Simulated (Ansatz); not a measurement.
Consider Sr2MoO4 (I4/mmm).

```cif
data_structure
_symmetry_space_group_name_H-M 'P 1'
_symmetry_Int_Tables_number 1
_cell_length_a 7.0007
_cell_length_b 7.0007
_cell_length_c 7.0007
_cell_angle_alpha 147.509
_cell_angle_beta 147.509
_cell_angle_gamma 46.611
_cell_volume 98.65
loop_
_atom_site_label
_atom_site_type_symbol
_atom_site_fract_x
_atom_site_fract_y
_atom_site_fract_z
_atom_site_occupancy
Sr1 Sr 0.35244 0.35244 0.00000 1
Sr2 Sr 0.64756 0.64756 0.00000 1
Mo3 Mo 0.00000 0.00000 0.00000 1
O4 O 0.00000 0.50000 0.50000 1
O5 O 0.50000 0.00000 0.50000 1
O6 O 0.16226 0.16226 0.00000 1
O7 O 0.83774 0.83774 0.00000 1
```

 The runs that relaxed it are not among those shown. The program's search for lower electronic states was switched off, so nothing shows that the state found is the lowest. PAW set soft_2, made with PBE.

A constrained-RPA run (Ansatz 0.2.0; non-magnetic LDA; Mo t2g, bands v1 to c2, 6×6×6 mesh, medium accuracy) builds 3 functions on bands 3.8 eV wide, with 2.0 electrons in the window. The bare on-site interaction is 11.0 eV and the bare J 0.37 eV.

Question: Estimate U, U′ and J.

On the Mo t2g shell, U = 2.75 eV (25 % of the bare value), U′ = 2.19 eV, J = 0.26 eV.

The parent state is non-magnetic and the interaction static (zero frequency); U depends on the window and the orbitals, so it belongs to this model alone.

[Paths, hosts, dates, memory and timing lines, banners, echoed tables and standing remarks are left out of the program output.]

[Logs are printed without paths, hosts, clocks, repeated set-up lines and the standing remarks that a program may print on its own settings, such as how far it seeks lower states.]

[Runs of the session that timed out or met a known fault of the program may be left out.]

[Hosts, paths, dates, database ids (printed as entryN), source tags and the programs' standing remarks are cut or masked in the printed files.]
